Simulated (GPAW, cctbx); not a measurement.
## Reading charge transfer from structure factors

Ga3BAs4, P-43m (no. 215), a = 5.5299 Å, b = 5.5299 Å, c = 5.5299 Å, α = 90.00°, β = 90.00°, γ = 90.00°.

```csv
atom,mult.,x,y,z
As1,4,0.2269,0.2269,0.2269
Ga1,3,0,1/2,1/2
B1,1,0,0,0
```

The cell is our own: ordered zincblende alloy in the eight-atom cube, 1 of 4 Ga sites given to B.

Absolute values of the static structure factors of the conventional cell from DFT (PBE, GPAW) against free spherical atoms, in electrons:

```
hkl  d (Å)  free atoms  crystal
010  5.530        7.00     6.88
011  3.910       21.56    21.52
111  3.193      136.82   137.51
020  2.765       23.77    23.95
021  2.473       36.63    36.49
121  2.258       37.02    36.78
022  1.955      159.69   159.38
122  1.843       10.85    10.78
030  1.843       60.09    59.88
031  1.749       25.45    25.43
```

**Question.** Which way does charge move, and which reflections show it best?

Project each element's phase sum on the total phase. |F| rises if density moves to atoms that scatter in phase and falls if it moves to atoms that scatter against it; the rule is for low angles, since changes of shape take over beyond. Where all elements are in phase the terms compete, and the compactness of the donor's and the acceptor's density matters too.

| hkl | As in phase | Ga in phase | B in phase | change (e) | (%) |
| --- | --- | --- | --- | --- | --- |
| 010 | -0.6 | +1.0 | -1.0 | -0.12 | -1.7 |
| 011 | -0.1 | +1.0 | -1.0 | -0.04 | -0.2 |
| 111 | +3.1 | +1.8 | +0.6 | +0.69 | +0.5 |
| 020 | +3.8 | -3.0 | -1.0 | +0.18 | +0.8 |
| 021 | +0.6 | +1.0 | -1.0 | -0.14 | -0.4 |
| 121 | +0.9 | +0.6 | -0.6 | -0.23 | -0.6 |
| 022 | +3.7 | +3.0 | +1.0 | -0.31 | -0.2 |
| 122 | -0.1 | +0.7 | -0.7 | -0.07 | -0.6 |

Low-angle reflections that set elements apart and change by more than 0.05 e: 010, 020, 021, 121 and 122 (011 hardly moves and tells little). The signs fit a gain of density on As and B and a loss on Ga. The best witness is 010, -1.7 %, where B enters with -1.0. The real-space density agrees: Voronoi charges As -0.07, Ga +0.12, B -0.08 e. The shortest bond, As–B, has Δρ = +0.16 e/Å³ at its midpoint, a covalent bond charge.

[Outputs are excerpts: Python notices, other lines and further rows are left out; steps that failed or that the build refused (PBEsol, TPSS) are not shown.]

[Logs are printed without paths, hosts, clocks, repeated set-up lines and the standing remarks that a program may print on its own settings, such as how far it seeks lower states.]
